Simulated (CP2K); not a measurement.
Two runs for the C K edge of 2-carboxythiazole. Run A: CP2K XAS_TDP, all-electron GAPW, PBEh(45%), aug-cc-pVDZ, TDA, no relativity. Run B differs in one setting.

First lines with a strength over 0.0015. A:

| atom | energy (eV) | states | strength, one atom |
| --- | --- | --- | --- |
| C2 (bonded to C and 2 O) | 283.36 | 1 | 0.0644 |
|  | 287.83 | 1 | 0.0178 |
|  | 288.39 | 1 | 0.0042 |
|  | 289.68 | 1 | 0.0025 |
|  | 289.81 | 1 | 0.0053 |
| C4 (bonded to C, N and S) | 282.00 | 1 | 0.0393 |
|  | 285.17 | 1 | 0.0416 |
|  | 286.06 | 1 | 0.0137 |
|  | 286.75 | 1 | 0.0076 |
|  | 286.87 | 1 | 0.0022 |
| C6 (bonded to C, N and H) | 282.32 | 1 | 0.0445 |
|  | 283.17 | 1 | 0.0135 |
|  | 285.39 | 1 | 0.0120 |
|  | 285.69 | 1 | 0.0078 |
|  | 286.43 | 1 | 0.0039 |
| C7 (bonded to C, S and H) | 281.50 | 1 | 0.0479 |
|  | 284.63 | 1 | 0.0309 |
|  | 284.81 | 1 | 0.0049 |
|  | 285.35 | 1 | 0.0159 |
|  | 286.33 | 1 | 0.0043 |

B:

| atom | energy (eV) | states | strength, one atom |
| --- | --- | --- | --- |
| C2 (bonded to C and 2 O) | 283.67 | 1 | 0.0644 |
|  | 288.14 | 1 | 0.0177 |
|  | 288.71 | 1 | 0.0042 |
|  | 289.98 | 1 | 0.0026 |
|  | 290.11 | 1 | 0.0053 |
| C4 (bonded to C, N and S) | 282.30 | 1 | 0.0394 |
|  | 285.47 | 1 | 0.0419 |
|  | 286.36 | 1 | 0.0137 |
|  | 287.06 | 1 | 0.0075 |
|  | 287.17 | 1 | 0.0022 |
| C6 (bonded to C, N and H) | 282.61 | 1 | 0.0446 |
|  | 283.46 | 1 | 0.0134 |
|  | 285.69 | 1 | 0.0121 |
|  | 285.98 | 1 | 0.0077 |
|  | 286.73 | 1 | 0.0038 |
| C7 (bonded to C, S and H) | 281.78 | 1 | 0.0480 |
|  | 284.92 | 1 | 0.0314 |
|  | 285.09 | 1 | 0.0050 |
|  | 285.65 | 1 | 0.0157 |
|  | 286.62 | 1 | 0.0043 |

**Question.** Which was it: the basis, scalar relativity switched on, GW2X switched on, the functional?

Scalar relativity switched on. Relativity shifts all lines of an element by nearly the same amount and keeps their strengths. Against PBEh(45%) in aug-cc-pVDZ, the leading lines move by +0.31 eV (C2, to 283.67), +0.30 eV (C4, to 282.30), +0.29 eV (C6, to 282.61) and +0.28 eV (C7, to 281.78).

[Hosts, paths, dates, database ids (printed as entryN), source tags and the programs' standing remarks are cut or masked in the printed files.]
